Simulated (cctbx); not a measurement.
# Symmetry from intensities

Cell: a = 5.1310 Å, b = 5.1310 Å, c = 8.2420 Å, α = 90.00°, β = 90.00°, γ = 120.00°. Expected content of the cell: Gd1 Sn1 Ni14.

The data are simulated with cctbx, not measured: synchrotron X-rays, λ = 0.7749 Å, to d = 0.75 Å, 80 % of the full sphere, strongest reflection 40000 counts, noise from counting, a 4 % proportional error and a noise floor of 2 counts (s.d.); no absorption.

A first pass over the reflections prints:

```text
1447 reflections to d = 0.755 A
centring   violations  <I/sigma> of those
    A        658 of   727     11.0
    B        638 of   708     10.9
    C        692 of   729     11.2
    I        644 of   714     11.0
    R        903 of   953     12.4
    F        994 of  1082     11.0
Laue class    unique    Rint  (classes that these axes allow; Friedel mates merged)
P -1              872   0.033
P 1 1 2/m         482   0.036
P -3              306   0.038
P -3 1 m          185   0.039
P -3 m 1          203   0.039
P 6/m             168   0.039
P 6/m m m         125   0.039
space group    extra absences  I>4sigma  <I/sigma>
P 6 2 2                 0          0         -  acentric
P 6 m m                 0          0         -  acentric
P -6 m 2                0          0         -  acentric
P -6 2 m                0          0         -  acentric
P 6/m m m               0          0         -  centric
Wilson B = 0.86 A^2   <|E^2-1|> = 1.101 (0.968 centric, 0.736 acentric)   E^2>4: 6.4 %
shell (A)         n   <I/sigma>
 8.24 - 1.51     23     36.6
 1.51 - 1.20     17     36.9
 1.20 - 1.05     15     41.7
 1.05 - 0.95     16     32.6
 0.95 - 0.88     12     32.0
 0.88 - 0.83     17     34.6
 0.83 - 0.79     15     34.7
 0.79 - 0.76     10     39.2
```

Q: Read the symmetry from these tables.

Every centring test has many violations, so the lattice is primitive.

Rint stays low (0.033 to 0.039) up to P 6/m m m, the highest class in these axes.

5 settings pass the absence test. No glide or screw absences show, which leaves P 6 2 2, P 6 m m, P -6 m 2, P -6 2 m and P 6/m m m.

⟨|E²−1|⟩ = 1.101 is above even the centric ideal, a mark of pseudo-translation (a class of systematically weak reflections). It says nothing here on a centre of symmetry. The Wilson B of 0.86 Å² means U ≈ 0.0109 Å².

The true group is P-6m2 (no. 187), Laue class 6/mmm, non-centrosymmetric. The tables only narrow the choice to the tied entries; cell content, site symmetry and trial solutions must settle it.

This is a model crystal, built by substitution and not relaxed, with assumed displacement parameters.

[Logs are printed without paths, hosts, clocks, repeated set-up lines and the standing remarks that a program may print on its own settings, such as how far it seeks lower states.]
